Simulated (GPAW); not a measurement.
# BN: optical spectrum from first principles, part 2 of 2

Wanted: where BN starts to absorb, how strongly, and its refractive index. The cell comes from an older database entry, whose edges can differ from later determinations, mostly by under a per cent.

GPAW 26.7.0; DFT, PBE, plane-wave PAW (GPAW data sets), scalar-relativistic, RPA, optical limit.

So far. Step 2 (Ground state): There is a gap, 4.27 eV on this mesh (points off the mesh can give less), so no carriers' term is needed.

The database entry behind the starting cell differs from later determinations by our own check (about 0.3 % short, minor phase), so it need not match the best structure at ambient conditions.

**4. Dielectric function, RPA (continued)**

Table of Re ε by photon energy:

| photon energy (eV) | E ∥ x | E ∥ z |
| --- | --- | --- |
| 0.0 | 4.61 | 2.54 |
| 0.5 | 4.62 | 2.55 |
| 1.0 | 4.68 | 2.56 |
| 1.5 | 4.77 | 2.58 |
| 2.0 | 4.92 | 2.61 |
| 2.5 | 5.14 | 2.66 |
| 3.0 | 5.47 | 2.73 |
| 3.5 | 5.98 | 2.83 |
| 4.0 | 6.88 | 3.02 |
| 4.5 | 9.04 | 3.47 |
| 5.0 | 9.14 | 2.85 |
| 5.5 | 7.13 | 2.56 |
| 6.0 | -1.11 | 2.54 |
| 6.5 | 0.135 | 2.39 |
| 7.0 | -0.384 | 2.45 |
| 7.5 | 0.0653 | 2.73 |
| 8.0 | 0.687 | 3.04 |
| 8.5 | 1.14 | 3.36 |
| 9.0 | 1.17 | 3.93 |
| 9.5 | 1.80 | 5.24 |
| 10.0 | 2.29 | 4.50 |
| 10.5 | 2.42 | 0.137 |
| 11.0 | 3.04 | 0.961 |
| 11.5 | 3.32 | 0.750 |
| 12.0 | 3.91 | 0.151 |
| 12.5 | 4.91 | 1.15 |
| 13.0 | 6.91 | 1.19 |
| 13.5 | 5.26 | 1.40 |

The loss function −Im 1/ε at q → 0 has structure finer than the step of the table below, so its rows give means over 0.5 eV, whole bins alone (the curve runs from 0 to 14.0 eV). Peaks (eV: height): E ∥ x 7.85: 0.752; E ∥ z 5.66: 0.149, 12.26: 0.806, 12.83: 0.550.

Values under the direct gap are tails of Lorentzian lines. The loss function −Im 1/ε at q → 0 by energy loss; means over each step:

```csv
energy loss (eV),E ∥ x,E ∥ z
0.5,4.0e-4,3.0e-4
1.0,8.1e-4,6.3e-4
1.5,0.00127,9.8e-4
2.0,0.00179,0.00140
2.5,0.00242,0.00194
3.0,0.00324,0.00271
3.5,0.00444,0.00402
4.0,0.00665,0.00717
4.5,0.0172,0.0298
5.0,0.0479,0.103
5.5,0.0697,0.136
6.0,0.107,0.114
6.5,0.199,0.0875
7.0,0.328,0.0753
7.5,0.426,0.0531
8.0,0.611,0.0367
8.5,0.431,0.0338
9.0,0.369,0.0364
9.5,0.181,0.0652
10.0,0.126,0.111
10.5,0.106,0.247
11.0,0.0747,0.345
11.5,0.0684,0.417
12.0,0.0510,0.529
12.5,0.0385,0.537
13.0,0.0531,0.446
13.5,0.0884,0.343
```

The refractive index n and extinction k by photon energy:

```
photon energy (eV)  n, E ∥ x  k, E ∥ x  n, E ∥ z  k, E ∥ z
               0.0      2.15         0      1.59         0
               0.5      2.15   0.00198      1.60    6.2e-4
               1.0      2.16   0.00411      1.60   0.00128
               1.5      2.19   0.00660      1.61   0.00203
               2.0      2.22   0.00974      1.62   0.00295
               2.5      2.27    0.0141      1.63   0.00419
               3.0      2.34    0.0207      1.65   0.00606
               3.5      2.45    0.0323      1.68   0.00945
               4.0      2.62    0.0589      1.74    0.0180
               4.5      3.01     0.196      1.86    0.0736
               5.0      3.13     0.819      1.72     0.311
               5.5      2.94      1.23      1.63     0.324
               6.0      2.16      2.41      1.61     0.240
               6.5      1.61      1.57      1.55     0.149
               7.0      1.11      1.27      1.57     0.158
               7.5      1.19      1.16      1.66     0.135
               8.0      1.02     0.596      1.75     0.106
               8.5      1.19     0.529      1.84     0.103
               9.0      1.17     0.449      1.99     0.143
               9.5      1.36     0.230      2.33     0.437
              10.0      1.53     0.234      2.28     0.849
              10.5      1.57     0.214      1.39      1.33
              11.0      1.76     0.213      1.41      1.02
              11.5      1.84     0.219      1.20     0.829
              12.0      1.99     0.194      1.06     0.994
              12.5      2.23     0.192      1.17     0.464
              13.0      2.69     0.567      1.17     0.425
              13.5      2.58      1.18      1.26     0.442
```

The reflectivity at normal incidence has structure finer than the step of the table below, so its rows give means over 0.5 eV, whole bins alone (the curve runs from 0 to 14.0 eV). Peaks (eV: height): E ∥ x 6.02: 45.7, 6.71: 35.8, 7.61: 25.7; E ∥ z 4.70: 10.3, 10.38: 31.8, 12.02: 19.4.

Reflectivity at normal incidence against photon energy; means over each step:

```csv
photon energy (eV),E ∥ x (%),E ∥ z (%)
0.5,13.3,5.27
1.0,13.5,5.32
1.5,13.9,5.42
2.0,14.3,5.56
2.5,15.1,5.76
3.0,16.1,6.06
3.5,17.6,6.50
4.0,20.2,7.29
4.5,25.4,9.20
5.0,29.7,8.73
5.5,33.0,7.12
6.0,42.1,5.92
6.5,33.7,5.38
7.0,27.9,5.73
7.5,22.0,6.22
8.0,9.80,7.41
8.5,6.23,8.99
9.0,4.39,11.6
9.5,3.40,17.1
10.0,5.14,21.9
10.5,5.80,25.7
11.0,7.81,17.0
11.5,9.22,13.8
12.0,11.4,15.6
12.5,15.2,6.40
13.0,22.7,5.07
13.5,27.6,4.94
```

From ε follow the optical constants at some laser and lamp lines:

| wavelength (nm) | n x | k x | R (%) x | 1/α x | n z | k z | R (%) z | 1/α z |
| --- | --- | --- | --- | --- | --- | --- | --- | --- |
| 1550 | 2.16 | 0.003 | 13.4 | 38 µm | 1.60 | 0.001 | 5.3 | 123 µm |
| 1064 | 2.17 | 0.005 | 13.6 | 17 µm | 1.60 | 0.002 | 5.3 | 56 µm |
| 532 | 2.25 | 0.012 | 14.8 | 3.4 µm | 1.63 | 0.004 | 5.7 | 11 µm |
| 450 | 2.30 | 0.017 | 15.5 | 2.1 µm | 1.64 | 0.005 | 5.9 | 7.1 µm |
| 405 | 2.35 | 0.022 | 16.2 | 1.5 µm | 1.66 | 0.006 | 6.1 | 5.1 µm |
| 308 | 2.64 | 0.061 | 20.3 | 401 nm | 1.74 | 0.019 | 7.3 | 1.3 µm |
| 248 | 3.13 | 0.818 | 29.4 | 24 nm | 1.72 | 0.311 | 8.2 | 63 nm |

Below the direct gap, k and the depth come from the tails of the Lorentzian lines, not from transitions.

Rows near the edge hang on the gap, which this functional as a rule makes too small, and phonon-assisted absorption is left out.

At 1064 nm the birefringence n(z) − n(x) is -0.568: the crystal is uniaxial negative at this level.

**5. Summary of results**

```yaml
electronic_dielectric_constant_eps_infinity_mean_over_x_y_and_z_by_symmetry_where_fewer_were_run_rpa: 3.92
main_peak_of_im_epsilon_first_axis: 5.90 eV
centre_of_weight_of_the_strongest_loss_peak_in_the_window_first_axis: 8.02 eV
```

At this level (PBE, RPA) BN has a mean ε∞ = 3.92 and n = 2.16 at 1550 nm (E ∥ x), and Im ε peaks at 5.9 eV (E ∥ x). On the mesh the gap is 4.29 eV and the least direct gap 4.67 eV, so on this mesh the band edges lie at different points. Local fields change the static value along x from 4.83 to 4.61 (-5 %). Distinct maxima of Im ε, read by a parabola through the highest points, lie at 5.29 eV (7.6), 5.90 eV (12) and 6.57 eV (5.3) for E ∥ x. The static values by axis are 4.61 (x), 2.54 (z). At 1064 nm the birefringence n(z) − n(x) is -0.568: the crystal is uniaxial negative at this level. Excitons and phonon-assisted transitions are missing; PBE gaps are as a rule too small, which pulls the onset down and ε∞ up. The sum runs over mesh points, so small or evenly spaced maxima can still be ripples of the mesh.

[Machine, clock and banner lines and Python warnings are left out of the logs.]

[Logs are printed without paths, hosts, clocks, repeated set-up lines and the standing remarks that a program may print on its own settings, such as how far it seeks lower states.]

[Hosts, paths, dates, database ids (printed as entryN), source tags and the programs' standing remarks are cut or masked in the printed files.]
